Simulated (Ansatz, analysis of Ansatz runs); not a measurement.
# La2PbS4 (I-42d), V_S hop (3.3 Å): attempt frequency at charge +2

Aim: the prefactor of a hop in La2PbS4 (I-42d) (V_S hop (3.3 Å), charge +2) from the modes of the moving atom at the start and at the top of a path found beforehand. Model: a cell of 56 host atoms with 1 S taken out.

Program: Ansatz 0.2.0. Level of theory: plane-wave PAW DFT, PBEsol; finite-difference force constants of the moving atom alone. Results are calculated unless marked as measured.

### 1. The structure

The cell holds 55 atoms: 16 La, 8 Pb and 31 S. Cell: a = 12.256 Å, b = 12.256 Å, c = 12.285 Å, α = 59.9°, β = 59.9°, γ = 60.2°. It derives from La2PbS4 (space group I-42d). Nearest the centre at fractional (0.476, 0.400, 0.351): S39 at 1.18 Å, La7 at 2.58 Å, La2 at 2.68 Å, La15 at 2.81 Å, S30 at 3.55 Å, S27 at 3.58 Å, S49 at 3.67 Å, Pb23 at 3.73 Å. The cell carries charge +2.

The cell's shortest repeat is 12.3 Å.

### 2. Vibrations of the moving atom at the start point

Harmonic transition-state theory takes the prefactor from the modes at the minimum and at the top. Only the moving atom is displaced, by 0.02 Å, which takes six displaced runs and a reference; the host's atoms are held.

Input file qp2.start.modes/input.yaml:

```yaml
crystal:
  lattice:
    - [0.0, 8.68700356, 8.64614061]
    - [8.68700356, 0.0, 8.64614061]
    - [8.68700356, 8.68700356, 0.0]
  atoms:
    - { symbol: La, position: [0.12134565, 0.00319339, 0.12848118] }
    - { symbol: La, position: [0.36742468, 0.24031286, 0.38009351] }
    - { symbol: La, position: [0.61921567, 0.50274012, 0.62669219] }
    - { symbol: La, position: [0.86776892, 0.7540991, 0.8817203] }
    - { symbol: La, position: [0.0056911, 0.12188244, 0.74665145] }
    - { symbol: La, position: [0.25423529, 0.36829995, 0.99423435] }
    - { symbol: La, position: [0.51070735, 0.62836094, 0.24111199] }
    - { symbol: La, position: [0.75499922, 0.86780467, 0.49614491] }
    - { symbol: La, position: [0.23499908, 0.64389492, 0.62426277] }
    - { symbol: La, position: [0.49557923, 0.88063521, 0.86857815] }
    - { symbol: La, position: [0.74006807, 0.13874893, 0.12068559] }
    - { symbol: La, position: [0.99544598, 0.37967088, 0.36895268] }
    - { symbol: La, position: [0.13530499, 0.74063738, 0.00297146] }
    - { symbol: La, position: [0.37955467, 0.99409598, 0.25380846] }
    - { symbol: La, position: [0.64663255, 0.23292687, 0.50365298] }
    - { symbol: La, position: [0.88249058, 0.49356704, 0.75449748] }
    - { symbol: Pb, position: [0.11562441, 0.63001158, 0.36813736] }
    - { symbol: Pb, position: [0.37955968, 0.87315866, 0.62525018] }
    - { symbol: Pb, position: [0.63127363, 0.12294053, 0.87581467] }
    - { symbol: Pb, position: [0.8803799, 0.37831359, 0.12232539] }
    - { symbol: Pb, position: [0.00229695, -0.00122086, 0.49914533] }
    - { symbol: Pb, position: [0.24853589, 0.23914974, 0.76058745] }
    - { symbol: Pb, position: [0.49811374, 0.50317408, 0.00110639] }
    - { symbol: Pb, position: [0.7523882, 0.74986106, 0.249631] }
    - { symbol: S, position: [0.22146627, 0.97176401, 0.85668343] }
    - { symbol: S, position: [0.47102402, 0.22238145, 0.10539499] }
    - { symbol: S, position: [0.72283592, 0.47239737, 0.35610395] }
    - { symbol: S, position: [0.97155991, 0.72268564, 0.60396603] }
    - { symbol: S, position: [0.23390714, 0.81767492, 0.34575834] }
    - { symbol: S, position: [0.4804149, 0.07957927, 0.59473771] }
    - { symbol: S, position: [0.7304757, 0.32686802, 0.8443907] }
    - { symbol: S, position: [0.98110581, 0.57487171, 0.09609217] }
    - { symbol: S, position: [0.07294843, 0.48204038, 0.84907225] }
    - { symbol: S, position: [0.32827009, 0.72871086, 0.09828061] }
    - { symbol: S, position: [0.57563535, 0.97938088, 0.34744303] }
    - { symbol: S, position: [0.82744002, 0.22834863, 0.59988489] }
    - { symbol: S, position: [0.09584831, 0.84611559, 0.73714853] }
    - { symbol: S, position: [0.34951484, 0.09728838, 0.97979959] }
    - { symbol: S, position: [0.56308214, 0.35991813, 0.26403553] }
    - { symbol: S, position: [0.85075737, 0.59327212, 0.48228032] }
    - { symbol: S, position: [0.10442695, 0.19865852, 0.22332183] }
    - { symbol: S, position: [0.60521248, 0.69866265, 0.72442803] }
    - { symbol: S, position: [0.84844282, 0.95792591, 0.97613907] }
    - { symbol: S, position: [0.10943366, 0.34765394, 0.57231485] }
    - { symbol: S, position: [0.35025496, 0.59066279, 0.82558481] }
    - { symbol: S, position: [0.59649343, 0.85091199, 0.07108621] }
    - { symbol: S, position: [0.8468094, 0.09641543, 0.31830596] }
    - { symbol: S, position: [0.19481888, 0.10002942, 0.47266865] }
    - { symbol: S, position: [0.43444832, 0.38053459, 0.67688621] }
    - { symbol: S, position: [0.70045478, 0.60245505, 0.97313658] }
    - { symbol: S, position: [0.95447747, 0.84872022, 0.22008989] }
    - { symbol: S, position: [0.22409366, 0.46693731, 0.19951385] }
    - { symbol: S, position: [0.47161302, 0.72223889, 0.4488534] }
    - { symbol: S, position: [0.72540355, 0.96748775, 0.70121116] }
    - { symbol: S, position: [0.97232517, 0.21876268, 0.95099292] }
  symmetry: { detect: false }
total_charge: 2
basis:
  ecutwfc: 420
  xc_grid: 2
hamiltonian:
  xc: pbesol
kpoints:
  mp_grid: { grid: [1, 1, 1], shift: [0.25, 0.25, 0.25] }
scf:
  occupations: { method: fixed }
  max_iter: 150
phonons:
  supercell: [1, 1, 1]
  displaced_sites: [38]
  amplitude: 0.02
```

Started as:

```sh
$ ansatz run input.yaml --threads 32 --pin off --max-ram 84787MiB --backend cuda --events-out ev --progress --plain --runs-dir out --max-vram 78GiB
```

Numbers of over 12 decimals in the logs are rounded to 6 here.

Log:

```text
Engine: ansatz 0.2.0, aarch64-unknown-linux-gnu
[...]
Pseudopotential: La, paw, valence charge 11, recommended cutoff 420 eV (normal), La.paw.azcp
Pseudopotential: Pb, paw, valence charge 14, recommended cutoff 420 eV (normal), Pb.paw.azcp
Pseudopotential: S, paw, valence charge 6, recommended cutoff 420 eV (normal), S.paw.azcp
Functional definition: PBEsol
[...]
Crystal: 55 atoms, lattice volume = 1304.945 Å³
Basis set: ecut = 420 eV, 25557 PW (Γ), exchange–correlation on 180×180×180 points (8 copies of the dense FFT grid, shifted against one another)
Bands: 291, of which v1, the nominal top of the filled ones, is band 236 counted from 1 (235 counted from 0)
[...]
k-points: 1
[...]
Functional: x = pbesol(κ = 0.804, μ = 0.123457), c = pbesol(β = 0.046)
SCF iter   1: F=—  HF=-220168.479082 eV  |F-HF|=—  |Δ(HF+E_count)|=         —  Δρ=6.74e-3  dr2=1.10e0  ethr=1.77e-3  ⟨swp⟩=6.0  Hψ=1091  notcnv=0  defer=51
[...]
SCF iter   2: F=—  HF=-220168.193071 eV  |F-HF|=—  |Δ(HF+E_count)|=   2.86e-1  Δρ=2.29e-3  dr2=1.07e-1  ethr=2.32e-4  ⟨swp⟩=4.0  Hψ=563  notcnv=0  defer=53
[...]
SCF 1 converged in 11 iterations: F = -220168.177230 eV  dr2 = 4.93e-10
[...]
SCF iter   2: F=—  HF=-220168.175530 eV  |F-HF|=—  |Δ(HF+E_count)|=   1.45e-4  Δρ=7.71e-5  dr2=1.56e-4  ethr=9.30e-8  ⟨swp⟩=2.0  Hψ=332  notcnv=0  defer=53
[...]
SCF iter   9: F=-220168.176620 eV  HF=-220168.176620 eV  |F-HF|=8.73e-11  |Δ(HF+E_count)|=  5.82e-11  Δρ=3.61e-8  dr2=4.62e-11  ethr=1.00e-12  ⟨swp⟩=5.0  Hψ=1044  notcnv=0
SCF 2 converged in 9 iterations: F = -220168.176620 eV  dr2 = 4.62e-11
[...]
SCF 7 converged in 6 iterations: F = -220168.176077 eV  dr2 = 1.17e-11
SCF converged after 11 iterations
[...]
--- Band table (eV) ---
[...]
--- Phonons: 6 displaced members + reference (amplitude 0.02 Å, Σ member SCF iterations 43) ---
  symmetry images taken by strict's conditions (phonons.symmetry_images: auto; settled by no image being taken that strict refuses)
  force constants formed among 1 of 55 sites (S 38); the other 54 at rest. The modes move the named sites alone.
  the frequencies, the zero-point energy and the sums are of the block with the acoustic sum rule laid on its rows. Row sums over every site: 4.0e-5 eV/Å² at the most
  transpose residual: 8.1e-4 eV/Å²
  largest component of a force at the reference: 1.1e-2 eV/Å on a named site, 1.3e-2 eV/Å on a site at rest
  frequencies among the named sites at Γ of the cell (cm⁻¹): 138.51 185.56 239.25
  unstable modes among the named sites: 0
  frequencies as built, with no sum rule (cm⁻¹): 138.51 185.56 239.25
  zero-point energy: 0.034922 eV/cell   skipped modes (ω ≤ 0): 0
  not written: the harmonic force-constant file, the file of eigenvectors (these modes' are written with the force constants), the density of states and the dispersion, which are of every site
[...]
```

Elapsed: 4 s, on 1 × NVIDIA GB200 with 32 threads of Arm Neoverse V2, shared host; peak memory 2.2 GiB; 15 s of CPU time.

Read from the output:

```yaml
free_energy: -220168.1772 eV
frequencies_of_moving_atom: 138.5, 185.6, 239.3 cm⁻¹ (negative: imaginary)
```

The three modes are 139, 186 and 239 cm⁻¹: all real, a minimum for this atom with the others held.

### 3. Vibrations of the moving atom at the top of the path

The same at the top, where the mode along the path should be imaginary.

Input file qp2.top.modes/input.yaml:

```yaml
crystal:
  lattice:
    - [0.0, 8.68700356, 8.64614061]
    - [8.68700356, 0.0, 8.64614061]
    - [8.68700356, 8.68700356, 0.0]
  atoms:
    - { symbol: La, position: [0.11929847, 0.00529329, 0.12903845] }
    - { symbol: La, position: [0.36546315, 0.23370859, 0.38354125] }
[... 4 atom lines left out ...]
    - { symbol: La, position: [0.50995462, 0.64020922, 0.24061266] }
[... 7 atom lines left out ...]
    - { symbol: La, position: [0.63597473, 0.23844532, 0.51105194] }
[... 1 atom line left out ...]
    - { symbol: Pb, position: [0.1272352, 0.62192167, 0.36789012] }
[... 5 atom lines left out ...]
    - { symbol: Pb, position: [0.49413211, 0.50688064, 0.00094886] }
[... 3 atom lines left out ...]
    - { symbol: S, position: [0.72313507, 0.47253549, 0.35628326] }
[... 2 atom lines left out ...]
    - { symbol: S, position: [0.48118329, 0.07292192, 0.59773507] }
[... 3 atom lines left out ...]
    - { symbol: S, position: [0.32552386, 0.73322124, 0.09767785] }
[... 4 atom lines left out ...]
    - { symbol: S, position: [0.47009426, 0.40349618, 0.34720513] }
[... 7 atom lines left out ...]
    - { symbol: S, position: [0.82598419, 0.11442501, 0.31066671] }
[... 1 atom line left out ...]
    - { symbol: S, position: [0.43625995, 0.37306245, 0.70063995] }
[... 2 atom lines left out ...]
    - { symbol: S, position: [0.22340166, 0.4657483, 0.2001905] }
[... 2 atom lines left out ...]
    - { symbol: S, position: [0.97291801, 0.218919, 0.94924564] }
  symmetry: { detect: false }
total_charge: 2
basis:
  ecutwfc: 420
  xc_grid: 2
hamiltonian:
  xc: pbesol
kpoints:
  mp_grid: { grid: [1, 1, 1], shift: [0.25, 0.25, 0.25] }
scf:
  occupations: { method: fixed }
  max_iter: 150
phonons:
  supercell: [1, 1, 1]
  displaced_sites: [38]
  amplitude: 0.02
```

Log:

```text
[...]
Crystal: 55 atoms, lattice volume = 1304.945 Å³
Basis set: ecut = 420 eV, 25557 PW (Γ), exchange–correlation on 180×180×180 points (8 copies of the dense FFT grid, shifted against one another)
Bands: 291, of which v1, the nominal top of the filled ones, is band 236 counted from 1 (235 counted from 0)
[...]
k-points: 1
[...]
SCF iter   1: F=—  HF=-220168.197693 eV  |F-HF|=—  |Δ(HF+E_count)|=         —  Δρ=6.75e-3  dr2=1.08e0  ethr=1.77e-3  ⟨swp⟩=5.0  Hψ=1092  notcnv=0  defer=53
[...]
SCF iter   2: F=—  HF=-220167.914665 eV  |F-HF|=—  |Δ(HF+E_count)|=   2.83e-1  Δρ=2.28e-3  dr2=1.00e-1  ethr=2.29e-4  ⟨swp⟩=4.0  Hψ=563  notcnv=0  defer=53
[...]
SCF 1 converged in 11 iterations: F = -220167.899027 eV  dr2 = 2.22e-10
[...]
SCF iter   1: F=—  HF=-220167.897735 eV  |F-HF|=—  |Δ(HF+E_count)|=         —  Δρ=1.44e-4  dr2=7.65e-4  ethr=7.89e-8  ⟨swp⟩=3.0  Hψ=1011  notcnv=0  defer=53
[...]
SCF iter   2: F=—  HF=-220167.897585 eV  |F-HF|=—  |Δ(HF+E_count)|=   1.50e-4  Δρ=7.64e-5  dr2=1.33e-4  ethr=7.89e-8  ⟨swp⟩=2.0  Hψ=466  notcnv=0  defer=52
[...]
SCF 2 converged in 9 iterations: F = -220167.898674 eV  dr2 = 2.19e-11
[...]
SCF 7 converged in 6 iterations: F = -220167.897079 eV  dr2 = 2.85e-11
SCF converged after 11 iterations
[...]
--- Band table (eV) ---
[...]
transpose residual: 1.9e-3 eV/Å²
[...]
frequencies among the named sites at Γ of the cell (cm⁻¹): -60.16 195.02 318.23
  unstable modes among the named sites: 1
  frequencies as built, with no sum rule (cm⁻¹): -60.15 195.02 318.23
  zero-point energy: 0.031817 eV/cell   skipped modes (ω ≤ 0): 1, of them read as no rigid motion or as one in doubt: 1 (1.000e0 modes/cell left out, lowest -60.16 cm⁻¹)
[...]
```

It took 4.3 s on 1 × NVIDIA GB200 with 32 threads; peak memory 2.2 GiB; 16 s of CPU time.

Read from the output:

```yaml
free_energy: -220167.8990 eV
frequencies_of_moving_atom: -60.16, 195.0, 318.2 cm⁻¹ (negative: imaginary)
```

The three modes are 60i, 195 and 318 cm⁻¹: one imaginary, a saddle of first order for this atom with the others held.

### 4. Attempt frequency and hop rate

Analysis of the runs above: harmonic transition-state theory from the moving atom's modes alone (Vineyard), PBEsol.

It gives:

```
attempt frequency : 2.971 THz
```

Hop rate against temperature:

```tsv
temperature (K)	hop rate (1/s)
200	2.9e5
300	6.3e7
400	9.3e8
600	1.4e10
800	5.3e10
1000	1.2e11
```

### 5. Outcome

```json
{
 "attempt frequency (attempt frequency and hop rate)": "2.97 THz"
}
```

What this shows: The attempt frequency, the product of the three frequencies at the start over that of the two real ones at the top (Vineyard), is 3.0 THz. With the barrier of 0.28 eV it gives 1.4e+10 hops a second at 600 K along this one path; equivalent neighbouring sites multiply that. The host's atoms were held, though they move along the path too, so the prefactor is rough. Limits: one k-point off the zone centre stands for the whole zone; spin–orbit coupling, which can matter with heavy atoms, is left out.

[Logs are printed without paths, hosts, clocks, repeated set-up lines and the standing remarks that a program may print on its own settings, such as how far it seeks lower states.]

[Hosts, paths, dates, database ids (printed as entryN), source tags and the programs' standing remarks are cut or masked in the printed files.]
